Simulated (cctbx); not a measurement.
**Lattice, Laue class and space group of a new crystal**

Cell: a = 3.1210 Å, b = 10.7160 Å, c = 5.7090 Å, α = 90.00°, β = 90.00°, γ = 90.00°. Expected content of the cell: Bi6 Fe2.

The data are simulated with cctbx, not measured: synchrotron X-rays, λ = 0.7749 Å, to d = 0.75 Å, 80 % of the full sphere, strongest reflection 5000 counts, noise from counting, a 3 % proportional error and a noise floor of 15 counts (s.d.); no absorption.

Tests on the unmerged data give:

```text
1540 reflections to d = 0.751 A
centring   violations  <I/sigma> of those
    A        357 of   775      6.1
    B        327 of   771      2.9
    C        342 of   764      6.1
    I          0 of   776      0.0
    R        467 of  1036      6.1
    F        513 of  1155      5.0
Laue class    unique    Rint  (classes that these axes allow; Friedel mates merged)
I 1 2/m 1         255   0.040
I 1 1 2/m         264   0.038
I 2/m 1 1         278   0.040
I m m m           162   0.043
space group    extra absences  I>4sigma  <I/sigma>
I 2 2 2                 0          0         -  acentric
I 21 21 21              0          0         -  acentric
I m m 2                 0          0         -  acentric
I 2 m m                 0          0         -  acentric
I m 2 m                 0          0         -  acentric
I m m m                 0          0         -  centric
Wilson B = 0.65 A^2   <|E^2-1|> = 0.892 (0.968 centric, 0.736 acentric)   E^2>4: 0.0 %
shell (A)         n   <I/sigma>
 5.36 - 1.49     26     27.1
 1.49 - 1.19     22     28.0
 1.19 - 1.04     15     20.6
 1.04 - 0.95     22     26.9
 0.95 - 0.88     21     20.3
 0.88 - 0.83     15     19.6
 0.83 - 0.79     14     13.9
 0.79 - 0.75     27     22.3
```

Q: Read the symmetry from these tables.

The reflections that I centring forbids are absent (⟨I/σ⟩ near 0), so the lattice is I.

Rint stays low (0.038 to 0.043) up to I m m m, the highest class in these axes.

6 settings pass the absence test. No glide or screw absences show, which leaves I 2 2 2, I 21 21 21, I m m 2, I 2 m m, I m 2 m and I m m m.

⟨|E²−1|⟩ = 0.892 leans to a centrosymmetric structure. Here that hint misleads: the statistic assumes many like atoms on general positions, and few, heavy or special-position atoms break it. The Wilson B of 0.65 Å² means U ≈ 0.0082 Å².

The true group is Imm2 (no. 44), Laue class mmm, non-centrosymmetric. The tables only narrow the choice to the tied entries; cell content, site symmetry and trial solutions must settle it.

The model is made up (kin elements in a known structure type, no relaxation), so it says nothing on whether the phase exists.

[Logs are printed without paths, hosts, clocks, repeated set-up lines and the standing remarks that a program may print on its own settings, such as how far it seeks lower states.]
